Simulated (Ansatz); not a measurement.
# GeF2 (model cell, started as rutile): following an unstable mode, part 2 of 3

Which phase does GeF2 (model cell, started as rutile) fall into along its unstable mode, and how much energy does it gain?

Ansatz 0.2.0; DFT PBE, scalar-relativistic, plane waves, PAW.

So far, highest frequency on the path or at a solved wavevector (cm⁻¹): step 2 (response at finite wavevector) 390. Also lowest frequency on the path (cm⁻¹): step 2 -216.

The structure was built from a prototype and need not be the compound's stable phase.

### Step 4. The mode frozen in, largest atomic shift 0.32 Å

The atoms are moved along the unstable eigenvector, the largest shift by 0.32 Å, with the cell fixed.

input.yaml reads:

```yaml
crystal:
  lattice:
    - [-5.2390464767, 0.0, 0.0]
    - [0.0, -5.2390464767, -3.5488479333]
    - [0.0, -5.2390464767, 3.5488479333]
  atoms:
    - { symbol: Ge, position: [-0.0130496001, 0.5063872197, 0.4864444199] }
    - { symbol: Ge, position: [0.0130496001, -0.0063872197, 0.0135555801] }
    - { symbol: Ge, position: [0.4869503999, 0.9936127803, 0.5135555801] }
    - { symbol: Ge, position: [0.5130496001, 0.5063872197, -0.0135555801] }
    - { symbol: F, position: [0.734257421, 0.3884006657, 0.3488620221] }
    - { symbol: F, position: [0.65968812, 0.8085721048, 0.8481107484] }
    - { symbol: F, position: [0.265742579, 0.1115993343, 0.1511379779] }
    - { symbol: F, position: [0.34031188, 0.6914278952, 0.6518892516] }
    - { symbol: F, position: [0.234257421, 0.1115993343, 0.6511379779] }
    - { symbol: F, position: [0.15968812, 0.6914278952, 0.1518892516] }
    - { symbol: F, position: [0.84031188, 0.8085721048, 0.3481107484] }
    - { symbol: F, position: [0.765742579, 0.3884006657, 0.8488620221] }
kpoints:
  mp_grid: { grid: [4, 4, 4] }
hamiltonian:
  xc: pbe
scf:
  occupations: { method: gaussian, width: 0.02 }
output:
  forces: true
  stress: true
  eigenvalues: true
```

Started as:

```bash
$ ansatz run input.yaml --threads 8 --pin off --max-ram 14336MiB --backend cpu --events-out ev --progress --plain --runs-dir out
```

Numbers of over 12 decimals in the logs are rounded to 6 here.

What it wrote:

```text
[...]
Crystal: 12 atoms, lattice volume = 194.815 Å³
Basis set: ecut = 420 eV, 3815 PW (Γ), exchange–correlation on 72×90×90 points (8 copies of the dense FFT grid, shifted against one another)
Bands: 68, of which v1, the nominal top of the filled ones, is band 56 counted from 1 (55 counted from 0)
Symmetry: 4 space group operations
[...]
k-points: 30 of 64
[...]
k-point 0: bands = [... 52 lower, 0.4268, 2.9887, 3.3328, 3.3852, 6.9965, 7.0066, 7.7209, 7.8231, ... 5 higher]
  k-point 1: bands = [... 52 lower, 0.7500, 2.9167, 3.0320, 3.2722, 7.3368, 7.3536, 8.1178, 8.1180, ... 5 higher]
  k-point 2: bands = [... 52 lower, 1.8948, 1.8948, 3.1372, 3.1372, 7.9018, 7.9018, 8.3050, 8.3050, ... 5 higher]
  k-point 29: bands = [... 52 lower, 2.0585, 2.0585, 3.2469, 3.2469, 7.0931, 7.0931, 7.8447, 7.8447, ... 5 higher]
[key lines of the parts left out:]
SCF converged after 7 iterations
Free energy (F): -23648.580849 eV
Fermi energy:    5.285076 eV
P = ⅓ Tr σ = 5.9920 GPa (59.920 kbar)
```

Run time: 2.7 s. Hardware: 8 threads of Arm Neoverse V2, shared host; peak memory 0.98 GiB.

Numbers from this step:

- pressure: 5.992 GPa
- gap on the k-mesh: 3.423 eV
- energy from the undistorted cell: -48.44 meV/atom

The energy, extrapolated to zero smearing, is -48.44 meV/atom against the undistorted cell.

The run ends at a pressure of 5.99 GPa, with forces up to 0.75 eV/Å.

### Step 5. Energy along the mode, all amplitudes (two of the runs are shown above)

An imaginary frequency means negative curvature, so the energy should fall and then rise again as anharmonic terms take over.

This step gave:

```yaml
depth_at_the_lowest_point_sampled: 48.44 meV/atom
largest_atomic_shift_at_that_point: 0.32 Å
```

The energy from the parent by largest atomic shift:

| largest atomic shift (Å) | energy from the parent (meV/atom) |
| --- | --- |
| 0.000 | 0 |
| 0.040 | -2.08 |
| 0.080 | -8.07 |
| 0.140 | -22.6 |
| 0.220 | -44.3 |
| 0.320 | -48.4 |
| 0.450 | 76.6 |

Displacement at unit largest shift by atom:

| atom | x (Å) | y (Å) | z (Å) | size |
| --- | --- | --- | --- | --- |
| Ge1 | 0.214 | 0.117 | -0.221 | 0.329 |
| Ge2 | -0.214 | -0.117 | 0.221 | 0.329 |
| Ge3 | 0.214 | -0.117 | 0.221 | 0.329 |
| Ge4 | -0.214 | 0.117 | -0.221 | 0.329 |
| F5 | -0.610 | -0.660 | -0.438 | 1.000 |
| F6 | 0.610 | 0.660 | 0.438 | 1.000 |
| F7 | 0.610 | 0.660 | 0.438 | 1.000 |
| F8 | -0.610 | -0.660 | -0.438 | 1.000 |
| F9 | -0.610 | 0.660 | 0.438 | 1.000 |
| F10 | 0.610 | -0.660 | -0.438 | 1.000 |
| F11 | -0.610 | 0.660 | 0.438 | 1.000 |
| F12 | 0.610 | -0.660 | -0.438 | 1.000 |

The lowest of the steps tried is at 0.32 Å, 48.4 meV/atom below the parent; the bottom of the well need not coincide with a step.

### Step 6. Relaxing from the distorted cell

Starting from the lowest point found, all atoms and the cell are let go, so that strain and other modes of the same symmetry can join in.

Changes to input.yaml since step 4:

```diff
@@ -23,3 +23,3 @@
 scf:
-  occupations: { method: gaussian, width: 0.02 }
+  occupations: { method: fixed }
 output:
@@ -28 +28,10 @@
   eigenvalues: true
+  write_density: true
+  write_potential: true
+  elf: true
+  volumetric_format: npy
+relax:
+  adjacent_minimum: "off"
+  f_tol: 0.002
+  max_steps: 120
+  cell: { stress_tol: 0.03 }
```

What it wrote:

```text
[...]
Crystal: 12 atoms, lattice volume = 194.815 Å³
Basis set: ecut = 420 eV, 3815 PW (Γ), exchange–correlation on 72×90×90 points (8 copies of the dense FFT grid, shifted against one another)
Bands: 68, of which v1, the nominal top of the filled ones, is band 56 counted from 1 (55 counted from 0)
Symmetry: 4 space group operations
[...]
k-points: 30 of 64
[...]
SCF iter   1: F=—  HF=-23648.579431 eV  |F-HF|=—  |Δ(HF+E_count)|=         —  Δρ=2.68e-3  dr2=1.25e-2  ethr=1.77e-3  ⟨swp⟩=4.2  Hψ=6345  notcnv=0  defer=290
[...]
SCF iter   7: F=-23648.580849 eV  HF=-23648.580849 eV  |F-HF|=9.72e-8  |Δ(HF+E_count)|=   7.26e-7  Δρ=7.30e-6  dr2=8.85e-8  ethr=8.93e-11  ⟨swp⟩=12.3  Hψ=14858  notcnv=0
SCF 1 converged in 7 iterations: F = -23648.580849 eV  dr2 = 8.85e-8
[...]
relax step   1: F+E_penalty+E_count = -23648.58084871 eV  Δ(F+E_penalty+E_count) = +0.000e0 eV  max|allowed force component| = 5.379e-1 eV/Å  Δτ_max = 0.0000 Å  P = +5.992 GPa  Ω = 194.815 Å³  (7 SCF iters, dr2 threshold 1.00e-7 eV, accepted)
[... from here on, the SCF cycles and remarks between the steps are left out ...]
relax step   2: F+E_penalty+E_count = -23649.09222827 eV  Δ(F+E_penalty+E_count) = -5.114e-1 eV  max|allowed force component| = 1.628e-1 eV/Å  Δτ_max = 0.1191 Å  P = +0.049 GPa  Ω = 214.680 Å³  energy of the carried Pulay correction = -5.900e-2 eV  (8 SCF iters, dr2 threshold 1.20e-6 eV, accepted)
relax step   3: F+E_penalty+E_count = -23649.13450841 eV  Δ(F+E_penalty+E_count) = -4.228e-2 eV  max|allowed force component| = 1.990e-1 eV/Å  Δτ_max = 0.0559 Å  P = -0.959 GPa  Ω = 218.076 Å³  energy of the carried Pulay correction = -6.852e-2 eV  (7 SCF iters, dr2 threshold 1.20e-6 eV, accepted)
relax step   4: F+E_penalty+E_count = -23649.18218681 eV  Δ(F+E_penalty+E_count) = -4.768e-2 eV  max|allowed force component| = 2.142e-1 eV/Å  Δτ_max = 0.0997 Å  P = -1.281 GPa  Ω = 219.241 Å³  energy of the carried Pulay correction = -7.175e-2 eV  (7 SCF iters, dr2 threshold 1.20e-6 eV, accepted)
relax step   5: F+E_penalty+E_count = -23649.23988127 eV  Δ(F+E_penalty+E_count) = -5.769e-2 eV  max|allowed force component| = 1.619e-1 eV/Å  Δτ_max = 0.1668 Å  P = -0.903 GPa  Ω = 218.673 Å³  energy of the carried Pulay correction = -7.018e-2 eV  (7 SCF iters, dr2 threshold 1.20e-6 eV, accepted)
relax step   6: F+E_penalty+E_count = -23649.30947984 eV  Δ(F+E_penalty+E_count) = -6.960e-2 eV  max|allowed force component| = 1.035e-1 eV/Å  Δτ_max = 0.1861 Å  P = +0.055 GPa  Ω = 213.601 Å³  energy of the carried Pulay correction = -5.594e-2 eV  (7 SCF iters, dr2 threshold 1.20e-6 eV, accepted)
relax step   7: F+E_penalty+E_count = -23649.32875028 eV  Δ(F+E_penalty+E_count) = -1.927e-2 eV  max|allowed force component| = 2.579e-1 eV/Å  Δτ_max = 0.1549 Å  P = -0.239 GPa  Ω = 211.000 Å³  energy of the carried Pulay correction = -4.850e-2 eV  (8 SCF iters, dr2 threshold 6.70e-7 eV, accepted)
relax step   8: F+E_penalty+E_count = -23649.35432299 eV  Δ(F+E_penalty+E_count) = -2.557e-2 eV  max|allowed force component| = 8.000e-2 eV/Å  Δτ_max = 0.0435 Å  P = +0.213 GPa  Ω = 208.901 Å³  energy of the carried Pulay correction = -4.243e-2 eV  (7 SCF iters, dr2 threshold 1.20e-6 eV, accepted)
relax step   9: F+E_penalty+E_count = -23649.36206552 eV  Δ(F+E_penalty+E_count) = -7.743e-3 eV  max|allowed force component| = 1.764e-2 eV/Å  Δτ_max = 0.0365 Å  P = +0.118 GPa  Ω = 208.883 Å³  energy of the carried Pulay correction = -4.238e-2 eV  (7 SCF iters, dr2 threshold 4.00e-7 eV, accepted)
relax step  10: F+E_penalty+E_count = -23649.36291129 eV  Δ(F+E_penalty+E_count) = -8.458e-4 eV  max|allowed force component| = 1.136e-2 eV/Å  Δτ_max = 0.0129 Å  P = -0.045 GPa  Ω = 209.068 Å³  energy of the carried Pulay correction = -4.292e-2 eV  (7 SCF iters, dr2 threshold 7.28e-8 eV, accepted)
relax step  11: F+E_penalty+E_count = -23649.36413799 eV  Δ(F+E_penalty+E_count) = -1.227e-3 eV  max|allowed force component| = 8.490e-3 eV/Å  Δτ_max = 0.0109 Å  P = -0.005 GPa  Ω = 208.797 Å³  energy of the carried Pulay correction = -4.213e-2 eV  (8 SCF iters, dr2 threshold 8.84e-9 eV, accepted)
relax step  12: F+E_penalty+E_count = -23649.36426829 eV  Δ(F+E_penalty+E_count) = -1.303e-4 eV  max|allowed force component| = 6.425e-3 eV/Å  Δτ_max = 0.0092 Å  P = -0.028 GPa  Ω = 208.838 Å³  energy of the carried Pulay correction = -4.225e-2 eV  (7 SCF iters, dr2 threshold 6.53e-9 eV, accepted)
relax step  13: F+E_penalty+E_count = -23649.36418341 eV  Δ(F+E_penalty+E_count) = +8.488e-5 eV  max|allowed force component| = 4.571e-3 eV/Å  Δτ_max = 0.0096 Å  P = -0.011 GPa  Ω = 208.934 Å³  energy of the carried Pulay correction = -4.253e-2 eV  (7 SCF iters, dr2 threshold 1.36e-8 eV, accepted)
relax step  14: F+E_penalty+E_count = -23649.36479468 eV  Δ(F+E_penalty+E_count) = -6.113e-4 eV  max|allowed force component| = 1.499e-2 eV/Å  Δτ_max = 0.0076 Å  P = -0.017 GPa  Ω = 208.720 Å³  energy of the carried Pulay correction = -4.191e-2 eV  (8 SCF iters, dr2 threshold 1.31e-9 eV, rejected (line search))
[...]
relax step  58: F+E_penalty+E_count = -23649.71165071 eV  Δ(F+E_penalty+E_count) = +1.918e-3 eV  max|allowed force component| = 2.743e-3 eV/Å  Δτ_max = 0.0073 Å  P = +0.001 GPa  Ω = 244.856 Å³  energy of the carried Pulay correction = -5.081e-3 eV  (7 SCF iters, dr2 threshold 6.13e-9 eV, accepted)
relax step  59: F+E_penalty+E_count = -23649.71093621 eV  Δ(F+E_penalty+E_count) = +7.145e-4 eV  max|allowed force component| = 1.040e-3 eV/Å  Δτ_max = 0.0025 Å  P = +0.001 GPa  Ω = 245.128 Å³  energy of the carried Pulay correction = -5.822e-3 eV  (8 SCF iters, dr2 threshold 4.70e-10 eV, accepted)
relax step  60: F+E_penalty+E_count = -23649.71761474 eV  Δ(F+E_penalty+E_count) = -6.679e-3 eV  max|allowed force component| = 1.106e-3 eV/Å  Δτ_max = 0.0000 Å  P = +0.019 GPa  Ω = 245.128 Å³  stress off target by 7.04e-2 GPa  SCF on the basis re-selected at this cell (its energy is not comparable with the rows above)  (8 SCF iters)
relax step  61: F+E_penalty+E_count = -23649.71472730 eV  Δ(F+E_penalty+E_count) = +2.887e-3 eV  max|allowed force component| = 2.650e-3 eV/Å  Δτ_max = 0.0129 Å  P = -0.004 GPa  Ω = 246.482 Å³  energy of the carried Pulay correction = -3.479e-3 eV  (7 SCF iters, dr2 threshold 1.24e-8 eV, accepted)
relax step  62: F+E_penalty+E_count = -23649.71445519 eV  Δ(F+E_penalty+E_count) = +2.721e-4 eV  max|allowed force component| = 1.532e-3 eV/Å  Δτ_max = 0.0021 Å  P = +0.004 GPa  Ω = 246.593 Å³  energy of the carried Pulay correction = -3.775e-3 eV  (7 SCF iters, dr2 threshold 4.39e-10 eV, accepted)
relax step  63: F+E_penalty+E_count = -23649.71430545 eV  Δ(F+E_penalty+E_count) = +1.497e-4 eV  max|allowed force component| = 5.588e-3 eV/Å  Δτ_max = 0.0022 Å  P = -0.025 GPa  Ω = 246.646 Å³  energy of the carried Pulay correction = -3.923e-3 eV  (9 SCF iters, rejected (line search))
relax step  64: F+E_penalty+E_count = -23649.71447385 eV  Δ(F+E_penalty+E_count) = -1.866e-5 eV  max|allowed force component| = 1.201e-3 eV/Å  Δτ_max = 0.0011 Å  P = -0.004 GPa  Ω = 246.587 Å³  energy of the carried Pulay correction = -3.765e-3 eV  (9 SCF iters, accepted)
relax step  65: F+E_penalty+E_count = -23649.71870074 eV  Δ(F+E_penalty+E_count) = -4.227e-3 eV  max|allowed force component| = 1.144e-3 eV/Å  Δτ_max = 0.0000 Å  P = +0.006 GPa  Ω = 246.587 Å³  stress off target by 3.75e-2 GPa  SCF on the basis re-selected at this cell (its energy is not comparable with the rows above)  (8 SCF iters)
relax step  66: F+E_penalty+E_count = -23649.71785458 eV  Δ(F+E_penalty+E_count) = +8.462e-4 eV  max|allowed force component| = 1.233e-3 eV/Å  Δτ_max = 0.0065 Å  P = +0.003 GPa  Ω = 247.004 Å³  energy of the carried Pulay correction = -1.050e-3 eV  (7 SCF iters, dr2 threshold 3.52e-9 eV, accepted)
relax step  67: F+E_penalty+E_count = -23649.71735745 eV  Δ(F+E_penalty+E_count) = +4.971e-4 eV  max|allowed force component| = 1.659e-3 eV/Å  Δτ_max = 0.0037 Å  P = -0.001 GPa  Ω = 247.208 Å³  energy of the carried Pulay correction = -1.570e-3 eV  (9 SCF iters, accepted)
relax step  68: F+E_penalty+E_count = -23649.71871625 eV  Δ(F+E_penalty+E_count) = -1.359e-3 eV  max|allowed force component| = 1.676e-3 eV/Å  Δτ_max = 0.0000 Å  P = +0.003 GPa  Ω = 247.208 Å³  stress off target by 2.38e-2 GPa  SCF on the basis re-selected at this cell (its energy is not comparable with the rows above)  (7 SCF iters)
[...]
SCF converged after 7 iterations
Free energy (F): -23649.718716 eV
[...]
Internal energy: -23649.718716 eV  (E = F + TS)
E sigma→0 (E₀):  -23649.718716 eV
Fermi energy:    0.939212 eV
[...]
--- Forces (eV/Å), atoms counted from 1 ---
  atom   1  Ge     0.00069062     0.00167600     0.00164957
  atom   2  Ge    -0.00069062    -0.00167600    -0.00164957
  atom   3  Ge     0.00069062    -0.00167600    -0.00164957
  atom   4  Ge    -0.00069062     0.00167600     0.00164957
  atom   5  F     -0.00058474    -0.00089102    -0.00021881
  atom   6  F      0.00000357    -0.00055567    -0.00058892
  atom   7  F      0.00058474     0.00089102     0.00021881
  atom   8  F     -0.00000357     0.00055567     0.00058892
  atom   9  F     -0.00058474     0.00089102     0.00021881
  atom  10  F      0.00000357     0.00055567     0.00058892
  atom  11  F     -0.00000357    -0.00055567    -0.00058892
  atom  12  F      0.00058474    -0.00089102    -0.00021881
  max |Σ_I F_I| component: 8.67e-19 eV/Å
--- Stress (GPa, compression-positive) ---
        0.017322       0.000000      -0.000000
        0.000000      -0.022370       0.007262
       -0.000000       0.007262       0.014443
  P = ⅓ Tr σ = 0.0031 GPa (0.031 kbar)
--- Band table (eV; the first three rows and the last of 30) ---
  k-point 0: bands = [... 52 lower, -1.4962, -0.3809, 0.6423, 0.9176, 5.2578, 5.3338, 5.5879, 5.6354, ... 8 higher]
  k-point 1: bands = [... 52 lower, -1.1906, -0.1599, 0.3290, 0.7319, 5.5049, 5.6643, 5.7878, 5.7960, ... 8 higher]
  k-point 2: bands = [... 52 lower, -0.4128, -0.4128, 0.2949, 0.2949, 5.8019, 5.8019, 6.2265, 6.2265, ... 8 higher]
  k-point 29: bands = [... 52 lower, -0.1751, -0.1751, 0.1636, 0.1636, 5.1648, 5.1648, 5.3618, 5.3618, ... 8 higher]
--- Relaxed structure (60 steps of the walk, 54 accepted, 8 SCFs on fresh bases) ---
  F+E_penalty+E_count = -23649.71871625 eV   max|allowed force component| = 1.676e-3 eV/Å   (the final SCF, on the basis selected at the relaxed cell)
  cell:  # Å, volume = 247.2079 Å³
    - [-6.377383, 0, 0]
    - [0, -5.119214, -4.680504]
    - [0, -4.370896, 3.575787]
  atoms:
    - { symbol: Ge, position: [-0.037176, 0.532005, 0.457117] }
    - { symbol: Ge, position: [0.037176, -0.032005, 0.042883] }
    - { symbol: Ge, position: [0.462824, 0.967995, 0.542883] }
    - { symbol: Ge, position: [0.537176, 0.532005, -0.042883] }
    - { symbol: F, position: [0.739814, 0.459780, 0.243715] }
    - { symbol: F, position: [0.628102, 0.786888, 0.931180] }
    - { symbol: F, position: [0.260186, 0.040220, 0.256285] }
    - { symbol: F, position: [0.371898, 0.713112, 0.568820] }
    - { symbol: F, position: [0.239814, 0.040220, 0.756285] }
    - { symbol: F, position: [0.128102, 0.713112, 0.068820] }
    - { symbol: F, position: [0.871898, 0.786888, 0.431180] }
    - { symbol: F, position: [0.760186, 0.459780, 0.743715] }
```

It took 4.9 min on 8 threads; peak memory 1.2 GiB; 38 min of CPU time.

(Continued in part 3 of 3.)

[Logs are printed without paths, hosts, clocks, repeated set-up lines and the standing remarks that a program may print on its own settings, such as how far it seeks lower states.]

[Hosts, paths, dates, database ids (printed as entryN), source tags and the programs' standing remarks are cut or masked in the printed files.]
